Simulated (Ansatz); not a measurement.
# TiGe (model cell, started as zinc blende): following an unstable mode

Aim: this structure of TiGe (model cell, started as zinc blende) is to be tested for unstable modes, and one is followed downhill.

Program: Ansatz 0.2.0. Level of theory: DFT PBE, scalar-relativistic, plane waves, PAW. Values are calculated unless marked as measured.

The structure was built from a prototype and need not be the compound's stable phase.

## (1) The system as given

It takes space group F-43m (No. 216, cubic). The conventional cell has a = 5.846 Å, b = 5.846 Å, c = 5.846 Å, α = 90.00°, β = 90.00°, γ = 90.00°. Nearest to Ti lie 4 Ge at 2.53 Å. Nearest to Ge lie 4 Ti at 2.53 Å. Farther neighbours, and contacts between anions beyond the nearest, are not listed.

## (2) Phonons on a q mesh

Stability and thermal properties need the whole zone. Linear response on a 4×4×4 q mesh gives force constants as far as a supercell of that size would.

The input, input.yaml:

```yaml
crystal:
  lattice:
    - [0.0, 2.9230550389, 2.9230550389]
    - [2.9230550389, 0.0, 2.9230550389]
    - [2.9230550389, 2.9230550389, 0.0]
  atoms:
    - { symbol: Ti, position: [0.0, 0.0, 0.0] }
    - { symbol: Ge, position: [0.25, 0.25, 0.25] }
kpoints:
  mp_grid: { grid: [12, 12, 12] }
hamiltonian:
  xc: pbe
scf:
  occupations: { method: gaussian, width: 0.01 }
output:
  eigenvalues: true
phonons:
  method: dfpt
  qmesh: [4, 4, 4]
  temperatures: { t_max: 1000, t_step: 50 }
  qpath:
    path:
      - [[0.0, 0.0, 0.0], [-0.5, -0.5, 0.0], [-0.375, -0.375, 0.25]]
      - [[-0.375, 0.0, 0.375], [0.0, 0.0, 0.0], [0.0, 0.0, 0.5], [-0.5, -0.25, 0.25], [-0.5, -0.5, 0.0]]
    npoints: 10
```

Started as:

```console
$ ansatz run input.yaml --threads 4 --pin off --max-ram 7168MiB --backend cpu --events-out ev --progress --plain --runs-dir out
```

The program printed:

```text
Warning: phonons: the dynamical matrix that this run interpolates holds no multipole term above the dipole-dipole one, and a site of this crystal is no centre of inversion, so its interpolated transverse optical and acoustic branches and sound speeds can stay off near Gamma, and the density of states and the thermodynamics with them. What a run solves at a wave vector of phonons.qpoints, Gamma apart, where the deck admits one, is free of this, and under fd what a larger phonons.supercell samples
Engine: ansatz 0.2.0, aarch64-unknown-linux-gnu
Pseudopotentials: kind: paw
Pseudopotential: Ti, paw, valence charge 12, recommended cutoff 420 eV (normal), Ti.paw.azcp
Pseudopotential: Ge, paw, valence charge 14, recommended cutoff 420 eV (normal), Ge.paw.azcp
Functional definition: PBE
  parameter kappa = 0.804
  parameter beta = 0.066725
  exchange = pbe_x(kappa = kappa, mu = beta*pi^2/3)
  correlation = pbe_c(beta = beta)
Crystal: 2 atoms, lattice volume = 49.951 Å³
Basis set: ecut = 420 eV, 941 PW (Γ), exchange–correlation on 60×60×60 points (8 copies of the dense FFT grid, shifted against one another)
Bands: 17, of which v1, the nominal top of the filled ones, is band 13 counted from 1 (12 counted from 0)
Symmetry: 24 space group operations
k-points: 72 of 1728 (time reversal used)
Non-local potential: Ti, projectors of the file, l = 0: 3, l = 1: 2, l = 2: 3, l = 3: 1
Non-local potential: Ge, projectors of the file, l = 0: 2, l = 1: 2, l = 2: 3, l = 3: 1
PAW form: soft (Blöchl's): semilocal exchange-correlation on the pseudo side does not see the compensation charge
PAW one-centre angular grid: Ti, 590 points (default); XC on 64 Gauss nodes
PAW one-centre angular grid: Ge, 590 points (default); XC on 64 Gauss nodes
Initial density: superposition of atomic densities (neutral atoms: chi_scale 0, normalization atom), corrected by the library's trained network
Initial wavefunctions: pseudopotential atomic-orbital guess
Functional: x = pbe(κ = 0.804, μ = 0.219515), c = pbe(β = 0.066725)
SCF iter   1: F=—  HF=-6793.814259 eV  |F-HF|=—  |Δ(HF+E_count)|=         —  Δρ=6.07e-3  dr2=2.91e-2  ethr=1.77e-3  ⟨swp⟩=5.4  Hψ=5349  notcnv=0
preconditioner: auto → none  [insulator: Δε(μ)=0.290 eV  Ē_g=4.547 eV  σ=0.010 eV  W_gap=1.00  n_scr=14 (ndim 8)  ℏωp=14.9 eV  f_vac=0.002  D(μ)=0.00/eV (n_scr^D=0)  ε∞_Penn≈11.7]
SCF iter   2: F=—  HF=-6793.810745 eV  |F-HF|=—  |Δ(HF+E_count)|=   3.51e-3  Δρ=2.15e-3  dr2=2.56e-3  ethr=1.12e-4  ⟨swp⟩=2.0  Hψ=2085  notcnv=0
SCF iter   3: F=—  HF=-6793.810799 eV  |F-HF|=—  |Δ(HF+E_count)|=   5.33e-5  Δρ=4.80e-4  dr2=5.45e-5  ethr=9.84e-6  ⟨swp⟩=2.6  Hψ=2027  notcnv=0
SCF iter   4: F=—  HF=-6793.810803 eV  |F-HF|=—  |Δ(HF+E_count)|=   4.45e-6  Δρ=1.60e-4  dr2=6.69e-6  ethr=2.09e-7  ⟨swp⟩=2.0  Hψ=1872  notcnv=0
SCF iter   5: F=—  HF=-6793.810806 eV  |F-HF|=—  |Δ(HF+E_count)|=   3.23e-6  Δρ=1.54e-5  dr2=5.41e-8  ethr=2.57e-8  ⟨swp⟩=2.0  Hψ=1872  notcnv=0
SCF iter   6: F=—  HF=-6793.810804 eV  |F-HF|=—  |Δ(HF+E_count)|=   2.66e-6  Δρ=3.07e-6  dr2=2.44e-9  ethr=2.08e-10  ⟨swp⟩=2.0  Hψ=2088  notcnv=0
SCF iter   7: F=—  HF=-6793.810804 eV  |F-HF|=—  |Δ(HF+E_count)|=   5.03e-9  Δρ=3.91e-7  dr2=7.94e-11  ethr=9.38e-12  ⟨swp⟩=3.0  Hψ=2160  notcnv=0
SCF iter   8: F=-6793.810804 eV  HF=-6793.810804 eV  |F-HF|=5.46e-12  |Δ(HF+E_count)|=  1.82e-12  Δρ=1.05e-7  dr2=5.64e-12  ethr=1.00e-12  ⟨swp⟩=5.2  Hψ=4619  notcnv=0
SCF 1 converged in 8 iterations: F = -6793.810804 eV  dr2 = 5.64e-12
  greatest PAW one-centre occupation: 0.999 electrons in one spin orbital (limit 2), on the Ti atom at site 0 (counted from 0), in its partial waves of l = 0
Initial density: read from a saved state, or passed on in memory by an earlier SCF of this step, an earlier step, the calling program or the single point that the run made first
iter 1 solved again at ethr=4.20e-8 eV; its pass at ethr=3.10e-3 eV (dr2=1.09e-5 eV) is discarded
SCF iter   1: F=—  HF=-6793.810806 eV  |F-HF|=—  |Δ(HF+E_count)|=         —  Δρ=2.70e-7  dr2=3.95e-11  ethr=4.20e-8  ⟨swp⟩=3.0  Hψ=8688  notcnv=0
eigensolver tolerance schedule: the retry pair's looser diagonalisation over-reported the residual by 276475.78 of it (diagonalisation noise at an unbounded share of the residual, at the tolerance the schedule requests for it); recorded, not acted on — ethr = c·dr2/N_el stays at c = 1.0e-1
preconditioner: auto → none  [insulator: Δε(μ)=0.246 eV  Ē_g=4.494 eV  σ=0.010 eV  W_gap=1.00  n_scr=14 (ndim 8)  ℏωp=14.9 eV  f_vac=0.001  D(μ)=0.00/eV (n_scr^D=0)  ε∞_Penn≈11.9]
[...]
SCF iter   6: F=-6793.810804 eV  HF=-6793.810804 eV  |F-HF|=1.82e-12  |Δ(HF+E_count)|=    0.00e0  Δρ=3.16e-10  dr2=3.38e-17  ethr=1.00e-12  ⟨swp⟩=1.0  Hψ=1224  notcnv=0
SCF iter   7: F=-6793.810804 eV  HF=-6793.810804 eV  |F-HF|=0.00e0  |Δ(HF+E_count)|=  9.09e-13  Δρ=4.27e-10  dr2=9.95e-17  ethr=1.00e-12  ⟨swp⟩=1.0  Hψ=2736  notcnv=0
SCF 2 converged in 7 iterations: F = -6793.810804 eV  dr2 = 9.95e-17
k-points: 280 of 1728 (irreducible under 4 space group operations, time reversal used)
iter 1 solved again at ethr=7.40e-10 eV; its pass at ethr=3.10e-3 eV (dr2=1.92e-7 eV) is discarded
SCF iter   1: F=—  HF=-6793.810804 eV  |F-HF|=—  |Δ(HF+E_count)|=         —  Δρ=1.27e-8  dr2=8.11e-14  ethr=7.40e-10  ⟨swp⟩=3.0  Hψ=34766  notcnv=0  defer=332
eigensolver tolerance schedule: the retry pair's looser diagonalisation over-reported the residual by 2370378.68 of it (diagonalisation noise at 1.30 of the residual, at the tolerance the schedule requests for it); recorded, not acted on — ethr = c·dr2/N_el stays at c = 1.0e-1
preconditioner: auto → none  [insulator: Δε(μ)=0.246 eV  Ē_g=4.494 eV  n_scr=14 (ndim 8)  ℏωp=14.9 eV  f_vac=0.001  ε∞_Penn≈11.9]
SCF iter   2: F=-6793.810804 eV  HF=-6793.810804 eV  |F-HF|=9.09e-13  |Δ(HF+E_count)|=  2.82e-10  Δρ=2.90e-8  dr2=6.04e-13  ethr=1.00e-12  ⟨swp⟩=5.2  Hψ=15466  notcnv=0
SCF 3 converged in 2 iterations: F = -6793.810804 eV  dr2 = 6.04e-13
NSCF: frozen V_eff on 6 k-points
DFPT response loops at Γ: preconditioner auto → none (the input reference at scf.mixing.eps_inf says where Resta's filter doesn't serve); β = 0.50; Broyden in place of MSR1
── the response to a field inside a basis, on 12×12×12 k-points: an SCF that follows is theirs, and a resumed run solves both again ──
Bands: 14, of which v1, the nominal top of the filled ones, is band 13 counted from 1 (12 counted from 0)
k-points: 182 of 1728 (irreducible under 6 space group operations, time reversal used)
Initial density: handed on by an earlier stage of this run
Initial wavefunctions: pseudopotential atomic-orbital guess (no wavefunctions were taken with the density)
[...]
SCF iter   4: F=—  HF=-6793.808843 eV  |F-HF|=—  |Δ(HF+E_count)|=   1.97e-8  Δρ=1.55e-5  dr2=1.95e-7  ethr=3.33e-10
SCF iter   5: F=-6793.808843 eV  HF=-6793.808843 eV  |F-HF|=5.48e-10  |Δ(HF+E_count)|=   2.95e-8  Δρ=2.94e-6  dr2=1.88e-9  ethr=3.33e-10
SCF 1 converged in 5 iterations: F = -6793.808843 eV  dr2 = 1.88e-9
DFPT response loops at Γ: mixed as the last ones told, above
NSCF: frozen V_eff on 72 k-points
NSCF: frozen V_eff on 163 k-points
DFPT response loops at q = (0, 0, 0) (fractional): mixed as the last ones told, above
NSCF: frozen V_eff on 1872 k-points
DFPT response loops at q = (0, 0, 0.25) (fractional): preconditioner auto → Resta (q_TF=auto, 2.447 Å⁻¹)  ε∞=15.6 (no band partly filled); β = 1.00, the filter's whole step (`scf.mixing.beta` (0.50) is not read by the response loops at its default; to damp them type it under 1.00, their step now; it binds the ground state too); Broyden in place of MSR1
NSCF: frozen V_eff on 952 k-points
DFPT response loops at q = (0, 0, -0.5) (fractional): mixed as the last ones told, above
NSCF: frozen V_eff on 1020 k-points
DFPT response loops at q = (0, 0.25, 0.25) (fractional): mixed as the last ones told, above
NSCF: frozen V_eff on 3456 k-points
DFPT response loops at q = (0, 0.25, -0.5) (fractional): mixed as the last ones told, above
NSCF: frozen V_eff on 1872 k-points
DFPT response loops at q = (0, 0.25, -0.25) (fractional): mixed as the last ones told, above
NSCF: frozen V_eff on 560 k-points
DFPT response loops at q = (0, -0.5, -0.5) (fractional): mixed as the last ones told, above
NSCF: frozen V_eff on 1020 k-points
DFPT response loops at q = (0.25, -0.5, -0.25) (fractional): mixed as the last ones told, above
SCF converged after 8 iterations
Free energy (F): -6793.810804 eV
Harris-Foulkes:  -6793.810804 eV  (|F-HF|=5.46e-12)
Internal energy: -6793.810804 eV  (E = F + TS)
E sigma→0 (E₀):  -6793.810804 eV
Fermi energy:    7.151807 eV
--- Per-component energies (eV) ---
  E_band       = -381.518906
  E_kinetic    = 381.739161
  E_local      = -3701.641738  (includes V_loc(G=0)·N_el)
  E_nonlocal   = 426.752357
  E_hartree    = 1589.182974
  E_xc         = -171.844655
  E_vxc        = -184.829133  (∫ρ·V_xc dr)
  E_paw        = -3066.337700  (= ΣΔE_a)
  E_vpaw       = -481.905898  (= ΣTr[D̂ρ^β])
  E_aug_tail   = 0.000431  (compensation charges beyond the density's cutoff)
  E_ewald      = -2251.661634
  E_smearing   = -0.000000  (= −TS)
  E_closure    = -0.000000  (closes the sum)
  Σ components = -6793.810804   (vs F -6793.810804, Δ=0.00e0)
--- Band table (eV; the first three rows and the last of 72) ---
  k-point 0: bands = [... 9 lower, -1.5469, 6.0925, 6.0925, 6.0925, 8.1286, 8.1286, 11.8806, 13.1769]
  k-point 1: bands = [... 9 lower, -1.4798, 5.9774, 6.1186, 6.1186, 8.1125, 8.1125, 11.7685, 12.9422]
  k-point 2: bands = [... 9 lower, -1.2874, 5.6789, 6.1863, 6.1863, 8.0835, 8.0835, 11.0716, 12.6197]
  k-point 71: bands = [... 9 lower, 0.1558, 5.2359, 5.7168, 6.8769, 7.2869, 8.1278, 8.5806, 9.0601]
--- Phonons (Γ-DFPT): 2 representative perturbations + reference (Σ response iterations 6) ---
  ASR residual: 3.857e-5 → 0.000e0 eV/Å²; symmetrization residual: 5.683e-6 eV/Å²
  ASR residual per site (eV/Å²): 3.86e-5 8.41e-6
  Γ frequencies (cm⁻¹): 0.00 0.00 0.00 243.07 243.07 243.07
  Unit cell's response to a homogeneous field: 3 representative field directions (Σ response iterations 15)
  ε∞ (high-frequency dielectric tensor):
       32.535980    -0.000000    -0.000000
       -0.000000    32.535980    -0.000000
       -0.000000    -0.000000    32.535980
  ε⁰ (static dielectric tensor): not given — the deck does not say what the cell's rigid motions are, and on a molecule in a box or a wire the rigid rotations would enter the sum over the modes at Γ. For a crystal or a slab, whose only rigid motions are the translations, set phonons.rigid_motions: translations.
  Born effective charges Z* (e; rows j = field, columns β = displacement):
    site 0:
         4.46820    0.00000    0.00000
         0.00000    4.46820    0.00000
        -0.00000    0.00000    4.46820
    site 1:
        -4.46820   -0.00000   -0.00000
        -0.00000   -4.46820   -0.00000
         0.00000   -0.00000   -4.46820
  Z* charge neutrality: 2.435e-3 e pre-enforcement
  solved inside a basis spanned on the 12×12×12 k-mesh, on 12×12×12 k-points, its susceptibility summed on 16×16×16: ε∞ is read to err by 1.2e-1, Z* by 2.3e-2 e; Z* is corrected for what the basis lacks
  optical modes at Γ without the LO–TO term, one row a degenerate level:
      ω (cm⁻¹)  modes    IR ((D/Å)²/amu)
        243.07      3            47.8930
  optical modes at Γ + LO–TO along q̂ = [1.0000, 0.0000, 0.0000]:
      ω (cm⁻¹)  modes    IR ((D/Å)²/amu)
        243.07      2            31.9286
        282.90      1            15.9643
  optical modes at Γ + LO–TO along q̂ = [0.0000, 1.0000, 0.0000]:
      ω (cm⁻¹)  modes    IR ((D/Å)²/amu)
        243.07      2            31.9286
        282.90      1            15.9643
  optical modes at Γ + LO–TO along q̂ = [0.0000, 0.0000, 1.0000]:
      ω (cm⁻¹)  modes    IR ((D/Å)²/amu)
        243.07      2            31.9286
        282.90      1            15.9643
--- Phonons (arbitrary-q DFPT): 8 irreducible q on the 4×4×4 mesh ---
  q = [0.0000, 0.0000, 0.0000] (star 1, of the zone-centre solve; hermiticity 1.81e-6, symmetrization 7.23e-13): -0.00 -0.00 0.00 243.07 243.07 243.07
  q = [0.0000, 0.0000, 0.2500] (star 8, 2 solved perturbations on 936 of 1728 k-point pairs; hermiticity 1.54e-6, symmetrization 8.72e-13): -23.01 -23.01 86.76 248.44 248.44 271.92
  q = [0.0000, 0.0000, -0.5000] (star 4, 2 solved perturbations on 476 of 1728 k-point pairs; hermiticity 1.94e-6, symmetrization 1.15e-12): -23.65 -23.65 129.33 248.78 253.81 253.81
  q = [0.0000, 0.2500, 0.2500] (star 6, 4 solved perturbations in 1608 linear systems a pass and spin channel, the states on 510 of 1728 k-point pairs; hermiticity 1.01e-6, symmetrization 5.20e-13): -29.41 -29.41 100.51 241.86 241.86 267.36
  q = [0.0000, 0.2500, -0.5000] (star 24, 4 solved perturbations in 5328 linear systems a pass and spin channel, the states on 1728 of 1728 k-point pairs; hermiticity 8.88e-7, symmetrization 8.89e-13): -32.61 -24.88 152.36 234.86 241.99 245.55
  q = [0.0000, 0.2500, -0.2500] (star 12, 4 solved perturbations in 2892 linear systems a pass and spin channel, the states on 936 of 1728 k-point pairs; hermiticity 1.66e-6, symmetrization 5.53e-13): -27.30 -24.75 135.14 237.51 249.50 250.80
  q = [0.0000, -0.5000, -0.5000] (star 3, 4 solved perturbations in 886 linear systems a pass and spin channel, the states on 280 of 1728 k-point pairs; hermiticity 5.20e-7, symmetrization 5.73e-13): -24.81 -24.81 175.58 218.96 235.76 235.76
  q = [0.2500, -0.5000, -0.2500] (star 6, 4 solved perturbations in 1544 linear systems a pass and spin channel, the states on 510 of 1728 k-point pairs; hermiticity 4.71e-7, symmetrization 6.06e-13): -30.58 -29.59 180.23 212.53 231.36 243.56
  sum rule: each row above includes the acoustic sum rule's correction from the zone centre's row sums; it moved no ω² by more than (0.47 cm⁻¹)²
  mesh force constants: q→R imaginary residual 2.58e-18; ASR residual 3.857e-5 → 0.000e0 eV/Å²; symmetrization residual 5.329e-15 eV/Å²
  interpolated dispersion: 63 rows × 6 modes
  density of states and harmonic sums: on the 20×20×20 q-mesh, interpolated from the force constants of a 4×4×4 supercell (with the dipole–dipole term)
  largest difference from the sums on the solved wave vectors: F 4.43e-3 eV, S 5.77e-6 and C_V 1.48e-6 eV/K
  zero-point energy: 0.053801 eV/cell   skipped modes (ω ≤ 0): 513, of them read as no rigid motion or as one in doubt: 510 (2.000e0 modes/cell left out, lowest -37.68 cm⁻¹)   left out of the sums: 3.33e-1 of the cell's modes: C_V's classical limit lies that fraction below 3 k_B per atom; for a crystal, a wire or a layer, F and S can be off by more, and a phonons.interpolated_qmesh denser along its periods is the remedy for the sampling
```

Run time: 12 min. Hardware: 4 threads of Arm Neoverse N1, shared host; peak memory 3.4 GiB; 43 min of CPU time.

In the SCF lines HF is the Harris–Foulkes energy and dr2 the Hartree energy of the density residual, in eV; the loop may stop once dr2 is under the threshold and the program's other checks hold. Hψ counts applications of the Hamiltonian.

This step gave:

| Property | Result |
| --- | --- |
| gap on the k-mesh | 0.2457 eV |
| volume per atom | 24.98 Å³ |
| sum-rule residual before enforcement | 3.86e-5 eV/Å² |
| lowest frequency on the path | -37.85 cm⁻¹ |
| point group | -43m |
| highest frequency on path, mesh or solved points | 282.9 cm⁻¹ |
| highest optical mode at the zone centre (no LO-TO term) | 243.1 cm⁻¹ |
| lowest optical zone-centre mode | 243.1 cm⁻¹ |
| lowest mode on the q mesh (acoustic modes at Γ apart) | -32.61 cm⁻¹ |

Frequencies (cm⁻¹) solved at each irreducible wavevector; negative means imaginary. Frequencies by wavevector, by row:

| q in reciprocal lattice units | star | mode 1 | mode 2 | mode 3 | mode 4 | mode 5 | mode 6 |
| --- | --- | --- | --- | --- | --- | --- | --- |
| 0 0 0 | 1 | 0 | 0 | 0 | 243.1 | 243.1 | 243.1 |
| 0 0 0.25 | 8 | -23 | -23 | 86.8 | 248.4 | 248.4 | 271.9 |
| 0 0 -0.5 | 4 | -23.6 | -23.6 | 129.3 | 248.8 | 253.8 | 253.8 |
| 0 0.25 0.25 | 6 | -29.4 | -29.4 | 100.5 | 241.9 | 241.9 | 267.4 |
| 0 0.25 -0.5 | 24 | -32.6 | -24.9 | 152.4 | 234.9 | 242 | 245.6 |
| 0 0.25 -0.25 | 12 | -27.3 | -24.8 | 135.1 | 237.5 | 249.5 | 250.8 |
| 0 -0.5 -0.5 | 3 | -24.8 | -24.8 | 175.6 | 219 | 235.8 | 235.8 |
| 0.25 -0.5 -0.25 | 6 | -30.6 | -29.6 | 180.2 | 212.5 | 231.4 | 243.6 |

Interpolated from a 4×4×4 q mesh, with the LO-TO term (at Γ the limit along the path). The phonon branches at the labelled points (cm⁻¹):

```csv
point,branch 1,branch 2,branch 3,branch 4,branch 5,branch 6
Γ,0,0,0,243,243,283
halfway,-29,-29,100,242,242,267
X,-25,-25,176,219,236,236
halfway,-28,-26,176,218,236,238
U,-35,-28,173,220,234,244
jump to K,-35,-28,173,220,234,244
halfway,-26,-11,104,243,250,265
Γ,0,0,0,243,243,283
halfway,-23,-23,87,248,248,272
L,-24,-24,129,249,254,254
halfway,-36,-24,152,234,242,250
W,-31,-30,180,212,231,244
halfway,-28,-28,178,216,234,240
X,-25,-25,176,219,236,236
```

The phonon branches as a text plot (rows in cm⁻¹):

```
    276 |******                  ************
    263 |      **               *            **
    249 |******  *       ***********************************
    236 |      *****************                    *************
    223 |           ********                            *     ***
    209 |                                                *****
    196 |
    183 |              **                                ******
    169 |           ***  ***                            *      **
    156 |         **        *                         **
    143 |        *           **                     **
    129 |                      *                ****
    116 |       *                             **
    103 |      *                *            *
     89 |                        *          *
     76 |    **                            *
     62 |   *                     **      *
     49 |
     36 |  *                        *    *
     22 | *                          *  *
      9 |
     -4 |*                      *********
    -18 | **                   *  ***    ***************
    -31 |   **********************                ***************
         Γ           X  U|K            Γ         L        W     X
```

Symmetry leaves 8 wavevectors to solve. The lowest mode among them, the acoustic zeros apart, lies at q = (0, 0.25, -0.5) and is imaginary, 32.6i cm⁻¹, so the energy falls along it. Between them the interpolated path dips to 38i cm⁻¹.

(Part 1 of 3 ends here.)

[Long decimals in the printed logs are rounded to 6 places.]

[Logs are printed without paths, hosts, clocks, repeated set-up lines and the standing remarks that a program may print on its own settings, such as how far it seeks lower states.]

[Hosts, paths, dates, database ids (printed as entryN), source tags and the programs' standing remarks are cut or masked in the printed files.]

[Where the starting crystal was built by hand or by swapping elements, it need not be the compound's stable phase.]
